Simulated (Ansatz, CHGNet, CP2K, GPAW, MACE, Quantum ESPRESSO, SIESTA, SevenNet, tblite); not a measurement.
# Codes compared on random rock-salt alloy of NbC and TiC (64 atoms)

Aim: run random rock-salt alloy of NbC and TiC (64 atoms) in several programs and set results and cost side by side. A plane-wave run serves as the reference.

Method: Kohn-Sham DFT, PBE, SSSP efficiency 1.3.0 pseudopotentials, plane waves, in Quantum ESPRESSO 7.5.

## Step 1: Starting point

The cell holds 64 atoms: 28 Ti, 32 C and 4 Nb. Cell: a = 8.692 Å, b = 8.692 Å, c = 8.692 Å, α = 90.0°, β = 90.0°, γ = 90.0°. It derives from NbC (rock-salt), repeated 2×2×2. Rock-salt NbC, 2 x 2 x 2 conventional cells, 28 of 32 Nb sites given to Ti at random (x = 0.875), lattice by Vegard's rule (a = 4.346 Å); not relaxed, displaced by a Gaussian of 0.02 Å. Then every atom was moved at random, 0.02 Å r.m.s. a Cartesian component.

## Step 2: Reference: Quantum ESPRESSO, plane waves

pw.in reads:

```
&control
  calculation = 'scf'
  pseudo_dir = './pseudo'
  outdir = './tmp'
  disk_io = 'none'
  tprnfor = .true.
  tstress = .true.
/
&system
  ibrav = 0
  nat = 64
  ntyp = 3
  ecutwfc = 45
  ecutrho = 360
  nosym = .true.
  occupations = 'smearing'
  smearing = 'fd'
  degauss = 0.003675
/
&electrons
  conv_thr = 3.2e-07
  electron_maxstep = 100
  mixing_beta = 0.2
  mixing_mode = 'local-TF'
  diagonalization = 'david'
/
ATOMIC_SPECIES
Ti 47.867 Ti.upf
C 12.011 C.upf
Nb 92.906 Nb.upf
CELL_PARAMETERS angstrom
8.69160 0.00000 0.00000
0.00000 8.69160 0.00000
0.00000 0.00000 8.69160
ATOMIC_POSITIONS crystal
Ti 0.99750 0.00025 0.99914
C 0.25358 0.00903 0.99854
Ti 0.99826 0.25220 0.25068
C 0.25299 0.25208 0.25314
Ti 0.25312 0.00750 0.24526
C 0.00633 0.99965 0.24616
Ti 0.24424 0.25304 0.99322
C 0.00100 0.25514 0.99978
Ti 0.00104 0.99843 0.50223
C 0.25075 0.00002 0.49536
Ti 0.99734 0.25380 0.75184
C 0.25057 0.25407 0.75129
[... 48 atom lines left out ...]
Ti 0.75161 0.49837 0.75824
C 0.50084 0.50267 0.74737
Ti 0.74783 0.75955 0.50202
C 0.50708 0.75095 0.50432
K_POINTS gamma
```

On the command line:

```console
$ OMP_NUM_THREADS=1 mpirun -np 2 pw.x -in pw.in > output.txt
```

The program printed:

```text
Program PWSCF
     gamma-point specific algorithms are used
     Parallelization info
     sticks:   dense  smooth     PW     G-vecs:    dense   smooth      PW
     Min        3860    1933    485               255576    90495   11323
     Max        3861    1936    488               255579    90500   11324
     Sum        7721    3869    973               511155   180995   22647
     bravais-lattice index     =            0
     lattice parameter (alat)  =      16.4247  a.u.
     unit-cell volume          =    4430.9392 (a.u.)^3
     number of atoms/cell      =           64
     number of atomic types    =            3
     number of electrons       =       516.00
     number of Kohn-Sham states=          310
     kinetic-energy cutoff     =      45.0000  Ry
[... lines left out ...]
     scf convergence threshold =      3.2E-07
[... lines left out ...]
     number of k points=     1  Fermi-Dirac smearing, width (Ry)=  0.0037
[... lines left out ...]
     total energy              =   -5276.48000340 Ry
[... lines left out ...]
     total energy              =   -5266.51285722 Ry
[... lines left out ...]
     total energy              =   -5269.34703642 Ry
[... lines left out ...]
     c_bands:  3 eigenvalues not converged
[... lines left out ...]
     total energy              =   -5269.46335241 Ry
[... lines left out ...]
     total energy              =   -5269.46335289 Ry
[... lines left out ...]
   -41.2390 -41.2307 -41.2273 -41.2237 -41.2228 -41.2156 -41.2131 -41.2083
[...]
17.7885  17.8187  17.8374  17.8520  17.8857  17.9183  17.9235  17.9392
    17.9484  17.9620  17.9805  17.9976  18.0322  18.0408  18.0874  18.1388
    18.1472  18.1538  18.1583  18.1795  18.1898  18.2071
     the Fermi energy is    14.9886 ev
!    total energy              =   -5269.46335265 Ry
     estimated scf accuracy    <       0.00000030 Ry
     smearing contrib. (-TS)   =      -0.02896160 Ry
     internal energy E=F+TS    =   -5269.43439105 Ry
     The total energy is F=E-TS. E is the sum of the following terms:
     one-electron contribution =    -844.79819541 Ry
     hartree contribution      =     699.48454279 Ry
     xc contribution           =    -769.73770914 Ry
     ewald contribution        =   -3322.79859385 Ry
     one-center paw contrib.   =   -1031.58443544 Ry
     convergence has been achieved in  21 iterations
     negative rho (up, down):  2.730E-02 0.000E+00
     Forces acting on atoms (cartesian axes, Ry/au):
     atom    1 type  1   force =     0.03178417    0.01394346   -0.01186131
     atom    2 type  2   force =    -0.00392284   -0.02895787   -0.00052209
     atom    3 type  1   force =    -0.00598144   -0.00544929   -0.00384271
[...]
atom   63 type  1   force =     0.01292355   -0.03872308    0.00524659
     atom   64 type  2   force =    -0.03613950    0.00280684   -0.02091306
     Total force =     0.274184     Total SCF correction =     0.001449
     Computing stress (Cartesian axis) and pressure
     negative rho (up, down):  2.730E-02 0.000E+00
          total   stress  (Ry/bohr**3)                   (kbar)     P=       13.86
   0.00010723  -0.00001561  -0.00000964           15.77       -2.30       -1.42
  -0.00001561   0.00008335  -0.00000792           -2.30       12.26       -1.16
  -0.00000964  -0.00000792   0.00009206           -1.42       -1.16       13.54
     Message from routine punch:
     Nothing written, as per user request (disk_io='none')
```

It took 3 min on 2 MPI ranks of Arm Neoverse V2, shared host; peak memory 1.4 GiB.

Banners, paths, timers and routine set-up lines are dropped from the logs unmarked, and long logs keep their key lines alone; longer cuts are marked.

Numbers from this run:

```
r.m.s. force component : 0.5088 eV/Å
longest force          : 1.728 eV/Å
pressure               : 1.386 GPa
```

## Step 3: Structure statistics

Pair distribution functions g(r), in bins of 0.2 Å:

| r (Å) | total | C-C | C-Ti | C-Nb | Ti-Ti | Ti-Nb | Nb-Nb |
| --- | --- | --- | --- | --- | --- | --- | --- |
| 2.00 | 0.21 | 0.00 | 0.34 | 0.95 | 0.00 | 0.00 | 0.00 |
| 2.20 | 4.99 | 0.00 | 10.03 | 9.51 | 0.00 | 0.00 | 0.00 |
| 2.40 | 0.00 | 0.00 | 0.00 | 0.00 | 0.00 | 0.00 | 0.00 |
| 2.60 | 0.00 | 0.00 | 0.00 | 0.00 | 0.00 | 0.00 | 0.00 |
| 2.80 | 0.00 | 0.00 | 0.00 | 0.00 | 0.00 | 0.00 | 0.00 |
| 3.00 | 3.80 | 7.36 | 0.00 | 0.00 | 7.88 | 8.03 | 3.46 |
| 3.20 | 1.39 | 3.02 | 0.00 | 0.00 | 2.44 | 2.85 | 3.35 |
| 3.40 | 0.00 | 0.00 | 0.00 | 0.00 | 0.00 | 0.00 | 0.00 |
| 3.60 | 0.14 | 0.00 | 0.28 | 0.31 | 0.00 | 0.00 | 0.00 |
| 3.80 | 2.17 | 0.00 | 4.33 | 4.31 | 0.00 | 0.00 | 0.00 |
| 4.00 | 0.00 | 0.00 | 0.00 | 0.00 | 0.00 | 0.00 | 0.00 |
| 4.20 | 0.17 | 0.45 | 0.00 | 0.00 | 0.26 | 0.13 | 0.00 |
| 4.40 | 1.13 | 2.15 | 0.00 | 0.00 | 2.28 | 2.84 | 0.00 |
| 4.60 | 0.00 | 0.00 | 0.00 | 0.00 | 0.00 | 0.00 | 0.00 |
| 4.80 | 3.46 | 0.00 | 6.89 | 7.21 | 0.00 | 0.00 | 0.00 |
| 5.00 | 0.69 | 0.00 | 1.42 | 1.08 | 0.00 | 0.00 | 0.00 |
| 5.20 | 1.04 | 2.32 | 0.00 | 0.00 | 1.80 | 2.11 | 1.20 |
| 5.40 | 2.41 | 4.60 | 0.00 | 0.00 | 5.06 | 5.14 | 3.44 |
| 5.60 | 0.00 | 0.00 | 0.00 | 0.00 | 0.00 | 0.00 | 0.00 |
| 5.80 | 0.00 | 0.00 | 0.00 | 0.00 | 0.00 | 0.00 | 0.00 |
| 6.00 | 0.20 | 0.35 | 0.00 | 0.00 | 0.45 | 0.51 | 0.89 |
| 6.20 | 1.09 | 2.25 | 0.00 | 0.00 | 2.16 | 1.97 | 2.58 |
| 6.40 | 1.00 | 0.00 | 2.04 | 1.71 | 0.00 | 0.00 | 0.00 |
| 6.60 | 1.88 | 0.00 | 3.73 | 4.05 | 0.00 | 0.00 | 0.00 |
| 6.80 | 1.54 | 3.00 | 0.00 | 0.00 | 3.14 | 3.23 | 2.79 |
| 7.00 | 0.55 | 1.16 | 0.01 | 0.00 | 0.98 | 1.12 | 0.00 |
| 7.20 | 1.85 | 0.00 | 3.69 | 3.73 | 0.00 | 0.00 | 0.00 |
| 7.40 | 0.19 | 0.31 | 0.07 | 0.04 | 0.31 | 0.33 | 1.17 |

Bonds by pair of elements; cutoffs follow the first minimum of g(r), held within bounds set by covalent radii, and pairs that aren't listed don't count as bonded:

| pair A-B | cutoff (Å) | bonds | mean length (Å) | spread (Å) | shortest (Å) | B about A | A about B |
| --- | --- | --- | --- | --- | --- | --- | --- |
| C-Ti | 2.76 | 168 | 2.17 | 0.042 | 2.07 | 5.25 | 6 |
| C-Nb | 2.81 | 24 | 2.17 | 0.042 | 2.08 | 0.75 | 6 |

How many atoms have how many bonded neighbours:

| element | mean | 6 |
| --- | --- | --- |
| C | 6 | 32 |
| Nb | 6 | 4 |
| Ti | 6 | 28 |

## Step 4: The ladder

The programs:
- CHGNet: machine-learned potential, published weights.
- CP2K 2026.2: Gaussian basis with GTH pseudopotentials and a plane-wave density; labels give functional, basis (MOLOPT sets; SR short-range, UZH the newer set with its own potentials), grid cutoff/relative cutoff and solver (OT: orbital transformation; TRS4, TC2, SIGN: linear-scaling purification with its sparsity filter), or its built-in tight binding.
- GPAW 26.7.0: PAW with atomic orbitals (LCAO), plane waves or a real-space grid of spacing h.
- MACE: machine-learned potential, published weights.
- Quantum ESPRESSO 7.5: plane waves; labels (QE) give functional, pseudopotential set and cutoffs of waves/density.
- SIESTA 5.4.2: numerical atomic orbitals, whose automatically made sets are far from complete, with PseudoDojo norm-conserving potentials that we converted to its format (checked against plane waves on the same files for H, C, O, Si, Ge and Ca alone); labels give functional, basis size, energy shift and mesh cutoff.
- SevenNet: machine-learned potential, published weights.
- tblite 0.8.0: extended tight binding, driven from Python.

All use the same cell and atoms; the electronic-structure runs use the same k-mesh, and an electronic temperature of 580 K (0.05 eV) where levels are smeared.

Differences are against the plane-wave reference, forces as r.m.s. over components; share is that over the reference's r.m.s. force, slope the least-squares factor from reference forces to these. Total energies of different programs have different zeros and aren't compared.

| run | Δ force, r.m.s. (meV/Å) | share (%) | slope | Δ pressure (GPa) | cores | CPU time | memory (GiB) |
| --- | --- | --- | --- | --- | --- | --- | --- |
| reference | - | - | - | - | 2 | 6 min | 1.4 |
| CHGNet 0.3.0 potential | 226 | 44.5 | 0.754 | 2.90 | 1 | 3.2 s | 0.96 |
| CP2K PBE, DZVP-UZH, 800/50 Ry, diagonalisation | 21.5 | 4.23 | 1.025 | 0.876 | 4 | 14 min | 5.0 |
| CP2K PBE, SZV-MOLOPT-SR, 800/50 Ry, diagonalisation (coarse) | 210 | 41.3 | 0.977 | -17.3 | 2 | 4.3 min | 2.4 |
| GPAW PBE, LCAO dzp, h 0.28 Å (coarse) | 48.4 | 9.51 | 1.079 | - | 1 | 6.2 min | 0.86 |
| MACE MP-0b3 medium potential | 182 | 35.7 | 0.846 | 2.03 | 1 | 6.8 s | 1.0 |
| QE PBE, sg15-1.2, 80/320 Ry | 4.91 | 0.965 | 1.000 | 0.088 | 4 | 7.4 min | 1.4 |
| QE PBE, sssp-1.3.0-efficiency, 35/280 Ry (coarse) | 3.41 | 0.670 | 0.999 | -1.38 | 2 | 4.2 min | 0.98 |
| SIESTA PBE, DZP, shift 0.001 Ry, mesh 500 Ry | 54.9 | 10.8 | 1.069 | 1.24 | 4 | 44 min | 4.0 |
| SIESTA PBE, DZP, shift 0.01 Ry, mesh 500 Ry | 54.0 | 10.6 | 1.035 | -0.935 | 2 | 10 min | 2.0 |
| SIESTA PBE, SZ, shift 0.01 Ry, mesh 500 Ry (coarse) | 223 | 43.8 | 1.198 | -13.9 | 1 | 2.5 min | 0.88 |
| SIESTA PBE, SZP, shift 0.01 Ry, mesh 500 Ry (coarse) | 87 | 17.1 | 1.079 | -0.426 | 2 | 7.3 min | 1.8 |
| SIESTA PBE, TZP, shift 0.01 Ry, mesh 500 Ry | 47.0 | 9.23 | 1.023 | -1.75 | 4 | 15 min | 2.9 |
| SevenNet 0 potential | 191 | 37.6 | 0.784 | 2.19 | 1 | 7 s | 0.98 |
| tblite IPEA1-xTB | 362 | 71.1 | 0.885 | -23.7 | 1 | 6.6 s | 0.12 |

Rows marked coarse were listed beforehand as settings not expected to be converged; some can still land near the reference.

Times of the machine-learned potentials are mostly Python's start and the loading of weights.

CPU time is summed over cores on a shared host, where runs went side by side, so it is rough. Symmetry, cutoffs, thresholds, outputs and thread counts weren't matched or tuned between programs; memory under MPI is the largest rank's times the ranks.

Runs without a result: tblite GFN2-xTB (not converged); CP2K GFN1-xTB, diagonalisation (not converged, the SCF not settling); GPAW PBE, LCAO dzp, h 0.2 Å (cut off at its time limit of 12 min); GPAW LDA, LCAO dzp, h 0.2 Å (cut off at its time limit of 12 min); GPAW PBE, LCAO szp(dzp), h 0.2 Å (cut off at its time limit of 6.8 min).

Mean charges by element (e), by run and scheme:

| run | scheme | Ti | C | Nb |
| --- | --- | --- | --- | --- |
| CP2K PBE, DZVP-UZH, 800/50 Ry, diagonalisation | Mulliken | +0.22 | -0.21 | +0.11 |
| SIESTA PBE, DZP, shift 0.001 Ry, mesh 500 Ry | Hirshfeld | +0.24 | -0.28 | +0.52 |
| SIESTA PBE, DZP, shift 0.01 Ry, mesh 500 Ry | Hirshfeld | +0.22 | -0.27 | +0.56 |
| SIESTA PBE, TZP, shift 0.01 Ry, mesh 500 Ry | Hirshfeld | +0.23 | -0.27 | +0.57 |
| tblite IPEA1-xTB | Mulliken | -0.01 | -0.08 | +0.68 |

Within one program, basis, potentials and functional, energies share a zero. Each run against its twin at the usual cutoff or grid and solver:

| run | twin | Δ energy (meV/atom) | Δ force, r.m.s. (meV/Å) | CPU time over the twin's |
| --- | --- | --- | --- | --- |
| QE PBE, sssp-1.3.0-efficiency, 35/280 Ry | sssp-1.3.0-efficiency, 45/360 Ry | 13.3 | 3.41 | 0.71 |

## Step 5: Results

| Item | Value |
| --- | --- |
| reference r.m.s. force component | 0.509 eV/Å |
| nearest in forces | QE PBE, sssp-1.3.0-efficiency, 35/280 Ry (coarse), 0.67 % |
| farthest in forces | tblite IPEA1-xTB, 71 % |
| cheapest electronic-structure run beside the reference | tblite IPEA1-xTB, 6.6 s of CPU time |

In words: PBE on plane waves or a grid with other potentials, cutoffs or grids, coarse settings apart, differs from the reference by 0.96 % (QE PBE, sg15-1.2, 80/320 Ry) of the r.m.s. force; this holds the reference's own error, so differences of a few per cent don't tell which side is nearer the exact PBE result. The PBE runs in local orbitals, coarse settings apart, differ by 4.2 % (CP2K PBE, DZVP-UZH, 800/50 Ry, diagonalisation) to 11 % (SIESTA PBE, DZP, shift 0.001 Ry, mesh 500 Ry); basis, grid and potentials can all enter. Tight binding differs by 71 % (tblite IPEA1-xTB); it is another model, with fitted parameters of its own, and the xTB methods hold dispersion. Machine-learned potentials differ by 36 % (MACE MP-0b3 medium potential) to 45 % (CHGNet 0.3.0 potential); they were trained on other programs' data. The reference samples few k-points for this cell, and its sampling error, which other DFT runs on the same mesh share, can be part of so large a difference. Among those trained on PBE data the slope goes as low as 0.75, with a correlation of 0.90, so directions differ as well as sizes. IPEA1-xTB was fitted to ionisation energies and electron affinities, not to forces or charges. Runs with settings chosen to be coarse differ by 0.67 % (QE PBE, sssp-1.3.0-efficiency, 35/280 Ry) to 44 % (SIESTA PBE, SZ, shift 0.01 Ry, mesh 500 Ry), their programs' other errors included. Of the electronic-structure runs that take under half the reference's CPU time, SIESTA PBE, SZ, shift 0.01 Ry, mesh 500 Ry comes nearest, at 44 % in 2.5 min against 6 min; its pressure misses by -13.9 GPa. In pressure, CP2K PBE, SZV-MOLOPT-SR, 800/50 Ry, diagonalisation misses by -17.3 GPa, at the same functional. Charges hang on model, scheme and program or settings: among these rows the mean for Nb runs from +0.11 to +0.68 e. In the reference: levels near the Fermi energy are neither full nor empty under the smearing, so no gap is quoted. In the reference: for some of the pairs, g(r) has its first main peak near 3.07 Å (C-C), 2.17 Å (C-Ti), 2.16 Å (C-Nb), 3.07 Å (Ti-Ti) and 3.07 Å (Ti-Nb). Periodic xTB results under one method name differ between programs and library versions. The reference's pressure holds the uncorrected Pulay stress of its 45 Ry basis, so small pressure differences, and their order, may be the reference's own error. Machine-learned potentials mimic data converged in k, so the reference's own k-point error enters their differences. The host structure and its lattice constant were typed by rule, without a check against the phase diagram. The electronic-structure runs sample only Γ, in a cell whose shortest periodic width is 9 Å, which is coarse for a cell with partly filled levels.

[Also dropped from logs without a mark: logging warnings of Python, and SIESTA's first energy breakdown and zero terms.]

[Logs are printed without paths, hosts, clocks, repeated set-up lines and the standing remarks that a program may print on its own settings, such as how far it seeks lower states.]

[Hosts, paths, dates, database ids (printed as entryN), source tags and the programs' standing remarks are cut or masked in the printed files.]
